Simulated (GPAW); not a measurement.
# Y2NOS MXene monolayer in an electric field

How does Y2NOS MXene monolayer screen a perpendicular field?

Method: GPAW, PAW setups; layer in a repeated cell with vacuum, relaxation of atoms and in-plane cell, in the first sound run; inputs show where later runs differ, in GPAW 26.7.0.

### 1. The starting structure

The cell holds 5 atoms: 1 S, 2 Y, 1 N and 1 O. Cell: a = 3.406 Å, b = 3.406 Å, c = 23.947 Å, α = 90.0°, β = 90.0°, γ = 120.0°. Vacuum lies along c.

### 2. Relaxing the atoms

The atoms are relaxed first, since the surface dipole, and with it the work function, follows the positions of the outer layers.

Contents of run.py:

```python
import json
import numpy as np
from ase import Atoms
from ase.filters import FrechetCellFilter
from ase.optimize import BFGS
from gpaw import GPAW, PW

slab = Atoms(
    ['S', 'Y', 'N', 'Y', 'O'],
    positions=[
        [-0.00000, 1.96661, 9.00000],
        [1.70313, 0.98330, 10.93651],
        [0.00000, 0.00000, 12.28053],
        [-0.00000, 1.96661, 13.62455],
        [1.70313, 0.98330, 14.94718]],
    cell=[[3.40626, 0.0, 0.0], [-1.70313, 2.94991, 0.0], [0.0, 0.0, 23.9472]],
    pbc=[True, True, True])

slab.calc = GPAW(mode=PW(600), xc='PBE', kpts={'size': (9, 9, 1), 'gamma': True},
                 occupations={'name': 'fermi-dirac', 'width': 0.05}, nbands='160%',
                 convergence={'density': 1e-05}, maxiter=200,
                 symmetry={'tolerance': 1e-3}, txt='slab.txt')
result = {}
# The in-plane cell is free; stress needs a cell that repeats along all three vectors
path = []
opt = BFGS(FrechetCellFilter(slab, mask=[1, 1, 0, 0, 0, 1]), maxstep=0.2)
opt.attach(lambda: path.append((slab.get_potential_energy(), slab.positions.tolist(), slab.get_forces().tolist())))
result['relaxed'] = bool(opt.run(fmax=0.02, steps=45))
result['path'] = path
result['cell'] = slab.cell.tolist()
print('in-plane lattice', slab.cell.cellpar().round(4)[[0, 1, 5]])
energy = slab.get_potential_energy()
fermi = slab.calc.get_fermi_level()
v = slab.calc.get_electrostatic_potential().mean((0, 1)) - fermi
n = slab.calc.get_pseudo_density().mean((0, 1))
L = slab.cell[2, 2]
z = np.arange(len(v)) * L / len(v)
low, high = slab.positions[:, 2].min(), slab.positions[:, 2].max()
below, above = np.interp([low - 6.8, high + 6.8], z, v)
slopes = [np.interp(x, z, np.gradient(v, z)) for x in (low - 6.8, high + 6.8)]
eps = np.array([[slab.calc.get_eigenvalues(k, s) for k in range(len(slab.calc.get_ibz_k_points()))]
                for s in range(slab.calc.get_number_of_spins())]) - fermi
top, bottom = eps[eps < 0].max(), eps[eps > 0].min()
dipole = slab.get_dipole_moment()[2]
print(f'energy {energy:.4f} eV, Fermi level {fermi:.4f} eV, dipole {dipole:.5f} e A')
print(f'potential 6.8 A off the faces, from the Fermi level: lower {below:.4f} eV, upper {above:.4f} eV')
print(f'slope of the potential there: lower {slopes[0]:.5f}, upper {slopes[1]:.5f} eV/A')
print(f'nearest levels on the mesh: {top:.4f} and {bottom:.4f} eV')
print('magnetic moment', round(slab.get_magnetic_moment(), 3))
result.update(energy=energy, fermi=fermi, dipole=dipole, below=below, above=above, slopes=slopes, edges=[top, bottom],
              z=z.tolist(), v=v.tolist(), n=n.tolist(), positions=slab.positions.tolist(),
              forces=slab.get_forces(apply_constraint=False).tolist(), moments=slab.get_magnetic_moments().tolist())
json.dump(result, open('result.json', 'w'))
```

The run is started by

```bash
$ OMP_NUM_THREADS=1 OPENBLAS_NUM_THREADS=1 python run.py
```

The program printed:

```text
Step          Energy          fmax
BFGS:    0      -34.775285        5.743826
BFGS:    1      -35.407102        4.350372
BFGS:    2      -36.269654        1.056895
BFGS:    3      -36.321522        0.908018
BFGS:    4      -36.354900        0.669151
BFGS:    5      -36.417170        0.316044
BFGS:    6      -36.423753        0.256948
BFGS:    7      -36.451969        0.203524
BFGS:    8      -36.454160        0.189634
BFGS:    9      -36.462402        0.116646
BFGS:   10      -36.465815        0.081431
BFGS:   11      -36.466435        0.028233
BFGS:   12      -36.466014        0.006746
in-plane lattice [  3.4904   3.4904 120.    ]
energy -36.4589 eV, Fermi level -2.4770 eV, dipole 0.09687 e A
potential 6.8 A off the faces, from the Fermi level: lower 6.8266 eV, upper 6.4971 eV
slope of the potential there: lower 0.06945, upper 0.06956 eV/A
nearest levels on the mesh: -0.0507 and 0.1015 eV
magnetic moment 0.0
```

Run time: 14 min. Hardware: 1 thread of Arm Neoverse V1, shared host; peak memory 0.46 GiB.

This step gave:

```
dipole along the normal                    : 0.09687 e·Å
levels nearest the Fermi level on the mesh : -0.05066, 0.1015 eV from the Fermi level
```

The electrostatic potential energy of an electron (without an applied field's), less the Fermi level, planar mean oscillates, so the rows of the table below give means over windows of 1 Å about each position, cut where the curve ends. Its maxima inside the range that stand out by 2 % of the span (Å: eV): 9.9: -0.115, 11.8: -5.65, 12.7: 0.339. Its minima: 9.1: -13.5, 11.0: -17.2, 12.1: -8.26, 13.9: -17.2.

Electrostatic potential energy of an electron (without an applied field's), less the Fermi level, planar mean against z; means over each step:

z (Å), electrostatic potential energy of an electron (without an applied field's), less the Fermi level, planar mean (eV) and a bar from the least value:
```
        0        6.7 #############################
        1        6.7 ##############################
        2        6.8 ##############################
        3        6.9 ##############################
        4        6.9 ##############################
        5        7.0 ##############################
        6        7.1 ##############################
        7        7.1 ##############################
        8        4.8 ###########################
        9       -8.4 #########
       10       -2.2 #################
       11      -13.7 #
       12       -6.4 ###########
       13       -2.5 #################
       14      -14.8 
       15       -2.8 ################
       16        5.7 ############################
       17        6.2 #############################
       18        6.3 #############################
       19        6.3 #############################
       20        6.4 #############################
       21        6.5 #############################
       22        6.5 #############################
       23        6.6 #############################
```

The pseudo valence density, planar mean oscillates, so the rows of the table below give means over windows of 1 Å about each position, cut where the curve ends. Its maxima inside the range that stand out by 2 % of the span (Å: e/Å³): 8.7: 0.343, 9.4: 0.368, 11.1: 0.864, 12.0: 0.570, 14.0: 0.977. Its minima: 9.1: 0.307, 10.1: 0.228, 11.6: 0.538, 13.0: 0.234.

Pseudo valence density, planar mean against z; means over each step:

z (Å), pseudo valence density, planar mean (e/Å³) and a bar:
```
        5      0.000 
        6      0.000 
        7      0.006 
        8      0.115 ####
        9      0.330 ###########
       10      0.288 ##########
       11      0.704 ########################
       12      0.541 ###################
       13      0.325 ###########
       14      0.869 ##############################
       15      0.490 #################
       16      0.026 #
       17      0.001 
       18      0.000
```

The relaxation lowered the energy of the cell by 1.70 eV (energies extrapolated to zero smearing; the optimiser's log prints free energies). The largest force left on a free atom is 0.0067 eV/Å.

### 3. The slab's potential

With the geometry fixed, the planar mean of the potential gives the vacuum level on each side.

This step: GPAW, PAW setups; slab in vacuum (GPAW 26.7.0).

The cell differs from the one that the last finished run ended in (c 23.947 → 23.604 Å).

Changes to run.py since step 2:

```diff
@@ -3,4 +3,2 @@
 from ase import Atoms
-from ase.filters import FrechetCellFilter
-from ase.optimize import BFGS
 from gpaw import GPAW, PW
@@ -10,23 +8,16 @@
     positions=[
-        [-0.00000, 1.96661, 9.00000],
-        [1.70313, 0.98330, 10.93651],
-        [0.00000, 0.00000, 12.28053],
-        [-0.00000, 1.96661, 13.62455],
-        [1.70313, 0.98330, 14.94718]],
-    cell=[[3.40626, 0.0, 0.0], [-1.70313, 2.94991, 0.0], [0.0, 0.0, 23.9472]],
-    pbc=[True, True, True])
+        [0.00000, 2.01518, 9.00000],
+        [1.74519, 1.00759, 10.98418],
+        [0.00000, 0.00000, 12.13010],
+        [0.00000, 2.01518, 13.86663],
+        [1.74519, 1.00759, 14.60400]],
+    cell=[[3.49039, 0.0, 0.0], [-1.74519, 3.02277, 0.0], [0.0, 0.0, 23.604]],
+    pbc=[True, True, False])
 
-slab.calc = GPAW(mode=PW(600), xc='PBE', kpts={'size': (9, 9, 1), 'gamma': True},
+slab.calc = GPAW(mode=PW(500), xc='PBE', kpts={'size': (9, 9, 1), 'gamma': True},
                  occupations={'name': 'fermi-dirac', 'width': 0.05}, nbands='160%',
                  convergence={'density': 1e-05}, maxiter=200,
+                 poissonsolver={'dipolelayer': 'xy'},
                  symmetry={'tolerance': 1e-3}, txt='slab.txt')
 result = {}
-# The in-plane cell is free; stress needs a cell that repeats along all three vectors
-path = []
-opt = BFGS(FrechetCellFilter(slab, mask=[1, 1, 0, 0, 0, 1]), maxstep=0.2)
-opt.attach(lambda: path.append((slab.get_potential_energy(), slab.positions.tolist(), slab.get_forces().tolist())))
-result['relaxed'] = bool(opt.run(fmax=0.02, steps=45))
-result['path'] = path
-result['cell'] = slab.cell.tolist()
-print('in-plane lattice', slab.cell.cellpar().round(4)[[0, 1, 5]])
 energy = slab.get_potential_energy()
```

The program printed:

```text
energy -35.6885 eV, Fermi level -2.3912 eV, dipole 0.06963 e A
potential 6.8 A off the faces, from the Fermi level: lower 7.2351 eV, upper 6.0369 eV
slope of the potential there: lower -0.00051, upper 0.00027 eV/A
nearest levels on the mesh: -0.0503 and 0.1012 eV
magnetic moment 0.0
```

Wall time 69 s (1 thread); peak memory 0.26 GiB.

This step gave:

```
dipole along the normal                    : 0.06963 e·Å
levels nearest the Fermi level on the mesh : -0.05033, 0.1012 eV from the Fermi level
upper work function                        : 6.037 eV
lower work function                        : 7.235 eV
```

The electrostatic potential energy of an electron (without an applied field's), less the Fermi level, planar mean oscillates, so the rows of the table below give means over windows of 1 Å about each position, cut where the curve ends. Its maxima inside the range that stand out by 2 % of the span (Å: eV): 0.6: 7.24, 9.8: -0.110, 11.8: -5.76, 12.7: 0.346. Its minima: 9.0: -13.4, 11.0: -17.2, 12.1: -8.30, 13.9: -17.2.

Table of electrostatic potential energy of an electron (without an applied field's), less the Fermi level, planar mean by z; means over each step:

z (Å), electrostatic potential energy of an electron (without an applied field's), less the Fermi level, planar mean (eV) and a bar from the least value:
```
        0        7.0 ##############################
        1        7.2 ##############################
        2        7.2 ##############################
        3        7.2 ##############################
        4        7.2 ##############################
        5        7.2 ##############################
        6        7.2 ##############################
        7        7.1 ##############################
        8        4.5 ##########################
        9       -8.5 #########
       10       -2.4 #################
       11      -13.7 ##
       12       -6.2 ############
       13       -2.9 ################
       14      -14.9 
       15       -2.2 #################
       16        5.7 ############################
       17        6.0 ############################
       18        6.0 ############################
       19        6.0 ############################
       20        6.0 ############################
       21        6.0 ############################
       22        6.0 ############################
       23        6.1 ############################
```

The pseudo valence density, planar mean oscillates, so the rows of the table below give means over windows of 1 Å about each position, cut where the curve ends. Its maxima inside the range that stand out by 2 % of the span (Å: e/Å³): 8.7: 0.343, 9.3: 0.364, 11.0: 0.874, 11.9: 0.568, 14.0: 0.977. Its minima: 9.1: 0.314, 10.0: 0.227, 11.7: 0.540, 12.8: 0.243.

Table of pseudo valence density, planar mean by z; means over each step:

```
z (Å)  pseudo valence density, planar mean (e/Å³)
    5                                      1.2e-5
    6                                      2.8e-4
    7                                     0.00681
    8                                       0.125
    9                                       0.333
   10                                       0.293
   11                                       0.709
   12                                       0.533
   13                                       0.337
   14                                       0.878
   15                                       0.458
   16                                      0.0222
   17                                      9.1e-4
   18                                      4.2e-5
```

Force by atom:

```
atom  x (eV/Å)  y (eV/Å)  z (eV/Å)    size
  S1    0.0000    0.0000   -0.0042  0.0042
  Y2    0.0000    0.0000   -0.0309  0.0309
  N3    0.0000    0.0000    0.0054  0.0054
  Y4    0.0000    0.0000   -0.0484  0.0484
  O5    0.0000    0.0000   -0.0723  0.0723
```

The potential is flat to 5.1e-4 eV/Å where it is read, so the vacuum is wide enough.

### 4. In a field

A uniform field along the normal polarises the slab; the atoms stay fixed, so this is the electronic response alone.

Changes to run.py since step 3:

```diff
@@ -4,2 +4,3 @@
 from gpaw import GPAW, PW
+from gpaw.external import ConstantElectricField
 
@@ -20,2 +21,3 @@
                  poissonsolver={'dipolelayer': 'xy'},
+                 external=ConstantElectricField(-0.2, [0, 0, 1]),
                  symmetry={'tolerance': 1e-3}, txt='slab.txt')
```

The program printed:

```text
energy -35.6825 eV, Fermi level -2.3284 eV, dipole -0.00906 e A
potential 6.8 A off the faces, from the Fermi level: lower 6.4846 eV, upper 6.6404 eV
slope of the potential there: lower -0.00051, upper 0.00027 eV/A
nearest levels on the mesh: -0.0494 and 0.1002 eV
magnetic moment 0.0
```

It took 3.1 min on 1 thread; peak memory 0.46 GiB.

Numbers from this step:

```yaml
dipole_along_the_normal: -0.009058 e·Å
levels_nearest_the_fermi_level_on_the_mesh: -0.04941, 0.1002 eV from the Fermi level
potential_below_the_slab_the_applied_field_s_own_ramp_left_out: 6.485 eV from the Fermi level
potential_above_the_slab_the_applied_field_s_own_ramp_left_out: 6.640 eV from the Fermi level
```

The electrostatic potential energy of an electron (without an applied field's), less the Fermi level, planar mean oscillates, so the rows of the table below give means over windows of 1 Å about each position, cut where the curve ends. Its maxima inside the range that stand out by 2 % of the span (Å: eV): 9.8: -0.509, 11.8: -5.78, 12.7: 0.496. Its minima: 9.0: -13.9, 11.0: -17.4, 12.1: -8.27, 13.9: -16.9.

Electrostatic potential energy of an electron (without an applied field's), less the Fermi level, planar mean against z; means over each step:

z (Å), electrostatic potential energy of an electron (without an applied field's), less the Fermi level, planar mean (eV) and a bar from the least value:
```
        0        6.5 ##############################
        1        6.5 ##############################
        2        6.5 ##############################
        3        6.5 ##############################
        4        6.5 ##############################
        5        6.5 ##############################
        6        6.5 ##############################
        7        6.4 ##############################
        8        3.8 ##########################
        9       -9.1 ########
       10       -2.8 #################
       11      -13.9 #
       12       -6.1 ############
       13       -2.7 #################
       14      -14.5 
       15       -1.7 ##################
       16        6.2 #############################
       17        6.6 ##############################
       18        6.6 ##############################
       19        6.6 ##############################
       20        6.6 ##############################
       21        6.6 ##############################
       22        6.6 ##############################
       23        6.6 ##############################
```

Force by atom:

```
atom  x (eV/Å)  y (eV/Å)  z (eV/Å)   size
  S1     0.000     0.000    -0.003  0.003
  Y2     0.000     0.000    -0.059  0.059
  N3     0.000     0.000     0.073  0.073
  Y4    -0.001     0.000    -0.180  0.180
  O5     0.001    -0.001     0.022  0.022
```

The dipole is now -0.00906 e Å, against 0.070 in the run without a field.

### 5. Field on

Changes to run.py since step 4:

```diff
@@ -21,3 +21,3 @@
                  poissonsolver={'dipolelayer': 'xy'},
-                 external=ConstantElectricField(-0.2, [0, 0, 1]),
+                 external=ConstantElectricField(-0.1, [0, 0, 1]),
                  symmetry={'tolerance': 1e-3}, txt='slab.txt')
```

The program printed:

```text
energy -35.6836 eV, Fermi level -2.3595 eV, dipole 0.03043 e A
potential 6.8 A off the faces, from the Fermi level: lower 6.8595 eV, upper 6.3381 eV
slope of the potential there: lower -0.00051, upper 0.00027 eV/A
nearest levels on the mesh: -0.0499 and 0.1007 eV
magnetic moment 0.0
```

Run time: 2.9 min. Hardware: 1 thread; peak memory 0.46 GiB.

Numbers from this step:

```yaml
dipole_along_the_normal: 0.03043 e·Å
levels_nearest_the_fermi_level_on_the_mesh: -0.04985, 0.1007 eV from the Fermi level
potential_below_the_slab_the_applied_field_s_own_ramp_left_out: 6.860 eV from the Fermi level
potential_above_the_slab_the_applied_field_s_own_ramp_left_out: 6.338 eV from the Fermi level
```

The electrostatic potential energy of an electron (without an applied field's), less the Fermi level, planar mean oscillates, so the rows of the table below give means over windows of 1 Å about each position, cut where the curve ends. Its maxima inside the range that stand out by 2 % of the span (Å: eV): 9.8: -0.310, 11.8: -5.77, 12.7: 0.421. Its minima: 9.0: -13.6, 11.0: -17.3, 12.1: -8.28, 13.9: -17.1.

The electrostatic potential energy of an electron (without an applied field's), less the Fermi level, planar mean by z; means over each step:

z (Å), electrostatic potential energy of an electron (without an applied field's), less the Fermi level, planar mean (eV) and a bar from the least value:
```
        0        6.8 ##############################
        1        6.9 ##############################
        2        6.9 ##############################
        3        6.9 ##############################
        4        6.9 ##############################
        5        6.9 ##############################
        6        6.9 ##############################
        7        6.7 ##############################
        8        4.2 ##########################
        9       -8.8 ########
       10       -2.6 #################
       11      -13.8 #
       12       -6.1 ############
       13       -2.8 #################
       14      -14.7 
       15       -2.0 ##################
       16        6.0 #############################
       17        6.3 #############################
       18        6.3 #############################
       19        6.3 #############################
       20        6.3 #############################
       21        6.3 #############################
       22        6.3 #############################
       23        6.4 #############################
```

Force by atom:

```
atom  x (eV/Å)  y (eV/Å)  z (eV/Å)   size
  S1     0.000     0.000    -0.004  0.004
  Y2     0.000     0.000    -0.045  0.045
  N3     0.000     0.000     0.039  0.039
  Y4    -0.001     0.000    -0.115  0.115
  O5     0.001    -0.001    -0.025  0.025
```

The dipole is now 0.0304 e Å, against 0.070 in the run without a field.

### 6. In a field

Changes to run.py since step 5:

```diff
@@ -21,3 +21,3 @@
                  poissonsolver={'dipolelayer': 'xy'},
-                 external=ConstantElectricField(-0.1, [0, 0, 1]),
+                 external=ConstantElectricField(-0.05, [0, 0, 1]),
                  symmetry={'tolerance': 1e-3}, txt='slab.txt')
```

The program printed:

```text
energy -35.6855 eV, Fermi level -2.3754 eV, dipole 0.05015 e A
potential 6.8 A off the faces, from the Fermi level: lower 7.0472 eV, upper 6.1876 eV
slope of the potential there: lower -0.00051, upper 0.00027 eV/A
nearest levels on the mesh: -0.0501 and 0.1010 eV
magnetic moment 0.0
```

Elapsed: 3.3 min, on 1 thread; peak memory 0.46 GiB.

### 7. In a field

Changes to run.py since step 6:

```diff
@@ -21,3 +21,3 @@
                  poissonsolver={'dipolelayer': 'xy'},
-                 external=ConstantElectricField(-0.05, [0, 0, 1]),
+                 external=ConstantElectricField(0.05, [0, 0, 1]),
                  symmetry={'tolerance': 1e-3}, txt='slab.txt')
```

The program printed:

```text
energy -35.6925 eV, Fermi level -2.4071 eV, dipole 0.08963 e A
potential 6.8 A off the faces, from the Fermi level: lower 7.4231 eV, upper 5.8863 eV
slope of the potential there: lower -0.00051, upper 0.00027 eV/A
nearest levels on the mesh: -0.0506 and 0.1014 eV
magnetic moment 0.0
```

The job ended after 3.5 min (1 thread; peak memory 0.46 GiB).

(Continued in part 2 of 2.)

[Logs are printed without paths, hosts, clocks, repeated set-up lines and the standing remarks that a program may print on its own settings, such as how far it seeks lower states.]

[Hosts, paths, dates, database ids (printed as entryN), source tags and the programs' standing remarks are cut or masked in the printed files.]
